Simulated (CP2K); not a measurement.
Consider mercaptoethylene at its PBE geometry (Å).

```xyz
7

C    -0.8592    0.3932   -0.0687
C     0.0237   -0.6147   -0.0464
S     1.7640   -0.5469    0.1629
H    -0.5607    1.4348    0.0476
H    -1.9189    0.1844   -0.2095
H    -0.3114   -1.6480   -0.1666
H     1.8624    0.7972    0.2807
```

Method: CP2K XAS_TDP, all-electron GAPW, PBEh(45%), aug-cc-pVTZ, TDA, GW2X-corrected core level, no relativity.

**Question.** Where do the C K-edge lines lie, and how strong are they?

Leading lines: C1 285.05 eV and C2 285.69 eV. The leading line of an atom is its first one with 35 % of the strongest within 2.5 eV of its lowest line over the strength cut. Core ionisation energies at this level: C1 290.18 and C2 291.09 eV.

The first six lines of each atom with a strength over 0.0015:

```
                     atom  energy (eV)  states  strength, one atom  above the computed threshold
 C1 (bonded to C and 2 H)       285.05       1              0.0480                              
                                287.96       1              0.0084                              
                                288.30       1              0.0156                              
                                289.15       1              0.0017                              
                                289.59       1              0.0075                              
                                289.79       1              0.0059                              
C2 (bonded to C, S and H)       285.69       1              0.0560                              
                                288.23       1              0.0307                              
                                288.93       1              0.0163                              
                                289.43       1              0.0021                              
                                289.98       1              0.0020                              
                                290.68       1              0.0020
```

Lines are vertical, at one geometry, with no vibrational structure. GW2X ionisation energies and lines can be off by 1 to 2 eV either way, and a good line position may hide errors that cancel. These values hold no scalar relativity, about 0.1 eV for C 1s. Rydberg lines, and the discretised continuum above threshold, depend on the basis and the box.

[Banner, clock and machine lines of the logs are left out without a mark of their own.]

[Logs are printed without paths, hosts, clocks, repeated set-up lines and the standing remarks that a program may print on its own settings, such as how far it seeks lower states.]

[Hosts, paths, dates, database ids (printed as entryN), source tags and the programs' standing remarks are cut or masked in the printed files.]
